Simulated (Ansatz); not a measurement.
# A thicker film of BaHfO3 (001), HfO2 faces from four thinner ones

In a field along its normal an insulating film takes a dipole p. Written as a length, p/(ε₀AE), it should grow by 1 − 1/ε for each ångström added.

Set-up. Ansatz 0.2.0, plane waves with PAW datasets (its set soft_2), PBE; perovskite films relaxed at a bulk in-plane lattice constant near the measured one, then held in weak fields of both signs with a dipole correction (A is the cell's area, E the outer field).

| run | distance between the outer atoms (Å) | p/(ε₀AE) (Å) |
| --- | --- | --- |
| 2 units | 8.320 | 8.835 |
| 3 units | 12.548 | 12.157 |
| 4 units | 16.774 | 15.477 |
| 5 units | 20.999 | 18.796 |
| 6 units | 25.225 | ? |

**Question.** What value belongs in the row marked “?”, and how far can the other rows tell?

A least-squares line through the 4 rows shown has slope 0.7856 and intercept 2.2992; no row lies more than 0.001 Å off it. That slope means ε = 1/(1 − 0.7856) = 4.66. At 25.225 it gives 0.7856 × 25.225 + 2.2992 = 22.116 Å, beyond the rows fitted. Rounding and scatter of the rows alone allow about ±0.001 Å there.

The run itself gives 22.117 Å: a miss of +0.001 Å, or 0.0 % of the value. The length is met to within 1 %, though ε is more sensitive than the length: the two thickest films give ε = 4.67.

**Limits.** This is the electronic response alone. A unit is one step of the cut along the normal (a plane, a pair of planes or a cell), and the layers relax along it, away from their bulk spacing where the functional's lattice constant differs from the one held.
